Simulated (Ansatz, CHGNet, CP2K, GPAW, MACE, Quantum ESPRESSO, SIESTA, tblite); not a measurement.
**Random packing of P38S62 (at. %) (64 atoms): other programs against plane waves**

One geometry of random packing of P38S62 (at. %) (64 atoms) is solved by several programs and methods. How far do their forces lie from a plane-wave PBE run?

Results are calculated, not measured.

## 1. The cell

The cell holds 64 atoms (24 P and 40 S), with edges of 11.72, 11.72 and 11.72 Å. Recipe: 64 atoms (24 P, 40 S) packed at random in a cube at 2.09 g/cm³ and pushed apart as soft spheres; a start for melting by ab initio MD, not an equilibrated structure. Then every atom was moved at random, 0.02 Å r.m.s. a Cartesian component. The density is 2.09 g/cm³.

## 2. The reference input

Quantum ESPRESSO 7.5: Kohn-Sham DFT, PBE, SSSP efficiency 1.3.0 pseudopotentials, plane waves. Its input, pw.in:

```
&control
  calculation = 'scf'
  pseudo_dir = './pseudo'
  outdir = './tmp'
  disk_io = 'none'
  tprnfor = .true.
  tstress = .true.
/
&system
  ibrav = 0
  nat = 64
  ntyp = 2
  ecutwfc = 45
  ecutrho = 360
  nosym = .true.
  occupations = 'smearing'
  smearing = 'fd'
  degauss = 0.003675
/
&electrons
  conv_thr = 3.2e-07
  electron_maxstep = 100
  mixing_beta = 0.4
  mixing_mode = 'plain'
  diagonalization = 'david'
/
ATOMIC_SPECIES
P 30.974 P.upf
S 32.060 S.upf
CELL_PARAMETERS angstrom
11.72110 0.00000 0.00000
0.00000 11.72110 0.00000
0.00000 0.00000 11.72110
ATOMIC_POSITIONS crystal
P 0.76292 0.75897 0.44343
P 0.33098 0.20427 0.32643
P 0.00052 0.14374 0.75804
P 0.07822 0.42112 0.96907
[... 58 atom lines left out ...]
S 0.47114 0.40655 0.49593
S 0.90543 0.65851 0.01675
K_POINTS gamma
```

```console
$ OMP_NUM_THREADS=1 mpirun -np 4 pw.x -in pw.in > output.txt
```

Wall time 3.9 min (4 MPI ranks of Arm Neoverse V2, shared host); peak memory 3.8 GiB.

It converged with an r.m.s. force component of 0.95 eV/Å and a pressure of -8.8 GPa.

## 3. What was run beside it

- CHGNet: machine-learned potential, published weights.
- CP2K 2026.2: Gaussian basis with GTH pseudopotentials and a plane-wave density; labels give functional, basis (MOLOPT sets; SR short-range, UZH the newer set with its own potentials), grid cutoff/relative cutoff and solver (OT: orbital transformation; TRS4, TC2, SIGN: linear-scaling purification with its sparsity filter), or its built-in tight binding.
- GPAW 26.7.0: PAW with atomic orbitals (LCAO), plane waves or a real-space grid of spacing h.
- MACE: machine-learned potential, published weights.
- SIESTA 5.4.2: numerical atomic orbitals, whose automatically made sets are far from complete, with PseudoDojo norm-conserving potentials that we converted to its format (checked against plane waves on the same files for H, C, O, Si, Ge and Ca alone); labels give functional, basis size, energy shift and mesh cutoff.
- tblite 0.8.0: extended tight binding, driven from Python.

All use the same cell and atoms, and the electronic-structure runs the same k-mesh.

## 4. Side by side

Differences are against the reference: forces as r.m.s. over components, share as that over the reference's r.m.s. force, slope as the fitted ratio of a run's forces to the reference's.

| run | Δ force, r.m.s. (meV/Å) | share (%) | slope | Δ pressure (GPa) | cores | CPU time | memory (GiB) |
| --- | --- | --- | --- | --- | --- | --- | --- |
| reference | - | - | - | - | 4 | 16 min | 3.8 |
| CHGNet 0.3.0 potential | 487 | 51.2 | 1.129 | -0.726 | 1 | 2.7 s | 0.61 |
| CHGNet r2SCAN potential | 503 | 52.9 | 1.075 | -0.380 | 1 | 3 s | 0.61 |
| CP2K BLYP, DZVP-MOLOPT-SR, 350/50 Ry, diagonalisation | 183 | 19.3 | 0.919 | 4.10 | 2 | 1.9 min | 2.1 |
| CP2K PBE, DZVP-MOLOPT-SR, 350/50 Ry, diagonalisation | 57.1 | 6.01 | 0.983 | 0.393 | 2 | 2.1 min | 2.1 |
| CP2K PBE, DZVP-UZH, 244/50 Ry, diagonalisation (coarse) | 63.1 | 6.64 | 0.974 | 0.552 | 2 | 2.3 min | 1.5 |
| CP2K PBE, DZVP-UZH, 350/50 Ry, diagonalisation | 63.1 | 6.64 | 0.974 | 0.552 | 4 | 2.4 min | 2.9 |
| CP2K PBE, DZVP-UZH, 489/50 Ry, diagonalisation | 63.1 | 6.64 | 0.974 | 0.552 | 4 | 3.4 min | 4.3 |
| CP2K PBE, SZV-MOLOPT-SR, 350/50 Ry, diagonalisation (coarse) | 777 | 81.7 | 0.715 | 6.89 | 1 | 1.8 min | 2 |
| CP2K PBE, TZVP-MOLOPT, 350/50 Ry, diagonalisation | 54.8 | 5.76 | 0.974 | 0.388 | 4 | 4.7 min | 3.0 |
| GPAW PBE, LCAO dzp, h 0.2 Å | 125 | 13.2 | 0.935 | - | 1 | 1.7 min | 1.2 |
| GPAW PBE, LCAO dzp, h 0.2 Å, other mixer settings | 128 | 13.5 | 0.934 | - | 1 | 2.4 min | 1.1 |
| GPAW PBE, LCAO dzp, h 0.22 Å (coarse) | 130 | 13.6 | 0.935 | - | 1 | 81 s | 0.85 |
| GPAW PBE, LCAO szp(dzp), h 0.2 Å (coarse) | 323 | 34.0 | 0.803 | - | 1 | 87 s | 1.2 |
| GPAW PBE, plane waves 550 eV | 7.90 | 0.831 | 0.994 | 0.0138 | 2 | 6.7 min | 1.5 |
| MACE MPA-0 medium potential | 283 | 29.8 | 0.955 | -0.430 | 1 | 6.1 s | 0.78 |
| SIESTA PBE, DZ, shift 0.01 Ry, mesh 300 Ry (coarse) | 875 | 92.1 | 0.454 | 6.02 | 1 | 85 s | 0.62 |
| SIESTA PBE, DZP, shift 0.01 Ry, mesh 300 Ry | 151 | 15.9 | 0.901 | -0.936 | 1 | 2.6 min | 0.92 |
| SIESTA PBE, DZP, shift 0.02 Ry, mesh 300 Ry | 140 | 14.7 | 0.926 | -5.02 | 1 | 2.1 min | 0.8 |
| SIESTA PBE, SZP, shift 0.01 Ry, mesh 300 Ry (coarse) | 369 | 38.9 | 0.754 | -0.0848 | 1 | 2.3 min | 0.83 |
| SIESTA PBE, TZP, shift 0.01 Ry, mesh 300 Ry | 118 | 12.4 | 0.920 | -1.29 | 2 | 3.8 min | 1.3 |
| tblite GFN1-xTB | 603 | 63.5 | 1.445 | -11.6 | 1 | 4.5 s | 0.14 |

Rows marked coarse use a setting chosen to be so.

Times of the machine-learned potentials are mostly Python's start and the loading of weights.

CPU time is summed over cores on shared hosts, so it is rough.

## 5. What came out

Forces lie from 0.83 % (GPAW PBE, plane waves 550 eV) to 92 % (SIESTA PBE, DZ, shift 0.01 Ry, mesh 300 Ry, coarse) of the reference's r.m.s. force of 0.95 eV/Å away from it. Other PBE runs on plane waves or a grid: GPAW PBE, plane waves 550 eV 0.83 % of the r.m.s. force; the reference has errors of its own, so differences under a few per cent don't tell which side is nearer the exact PBE result. The PBE runs in local orbitals, coarse settings apart, differ by 5.8 % (CP2K PBE, TZVP-MOLOPT, 350/50 Ry, diagonalisation) to 16 % (SIESTA PBE, DZP, shift 0.01 Ry, mesh 300 Ry); basis, grid and potentials can all enter. Tight binding differs by 63 % (tblite GFN1-xTB); it is another model, with fitted parameters of its own, and the xTB methods hold dispersion.

Machine-learned potentials differ by 30 % (MACE MPA-0 medium potential) to 53 % (CHGNet r2SCAN potential); they were trained on other programs' data, some at another functional. Rows with another functional or a dispersion term differ by 19 % (CP2K BLYP, DZVP-MOLOPT-SR, 350/50 Ry, diagonalisation), which mixes the change of model with differences of basis and potentials. Runs with settings chosen to be coarse differ by 6.6 % (CP2K PBE, DZVP-UZH, 244/50 Ry, diagonalisation) to 92 % (SIESTA PBE, DZ, shift 0.01 Ry, mesh 300 Ry), their programs' other errors included. From CP2K PBE, DZVP-UZH, 244/50 Ry, diagonalisation to the finer CP2K PBE, DZVP-UZH, 489/50 Ry, diagonalisation the share goes from 6.64 to 6.64 %, so the grid isn't what parts these runs from the reference. From GPAW PBE, LCAO dzp, h 0.22 Å to the finer GPAW PBE, LCAO dzp, h 0.2 Å, other mixer settings the share goes from 13.6 to 13.5 %, so the grid isn't what parts these runs from the reference. Pressures at PBE, coarse settings apart, lie -5.02 to +0.55 GPa from the reference's.

Caveats: Periodic xTB results under one method name differ between programs and library versions. The reference's pressure holds the uncorrected Pulay stress of its 45 Ry basis, so small pressure differences, may be the reference's own error. Machine-learned potentials mimic data converged in k, so the reference's own k-point error enters their differences. The electronic-structure runs sample only Γ, in a cell whose shortest periodic width is 12 Å, which is coarse for a cell with partly filled levels. The reference's pressure of -8.8 GPa reflects the volume that the recipe set, positions that aren't this level's minimum and the basis. The reference has no spin polarisation, so local moments can't form. Where levels are smeared, the DFT runs use Fermi–Dirac occupations at 580 K (0.05 eV), and energies are free energies. The atoms were displaced at random, and shares hang on the size of the forces that this gives. The reference's cutoffs and mesh weren't converged further here.

[Long decimals in the printed logs are rounded to 6 places.]

[Logs are printed without paths, hosts, clocks, repeated set-up lines and the standing remarks that a program may print on its own settings, such as how far it seeks lower states.]

[Hosts, paths, dates, database ids (printed as entryN), source tags and the programs' standing remarks are cut or masked in the printed files.]

[Only finished runs are shown, without SIESTA runs on faulty potentials for Cu, Fe, Ni or Zn; cells were taken only where this reference lay near another plane-wave run.]
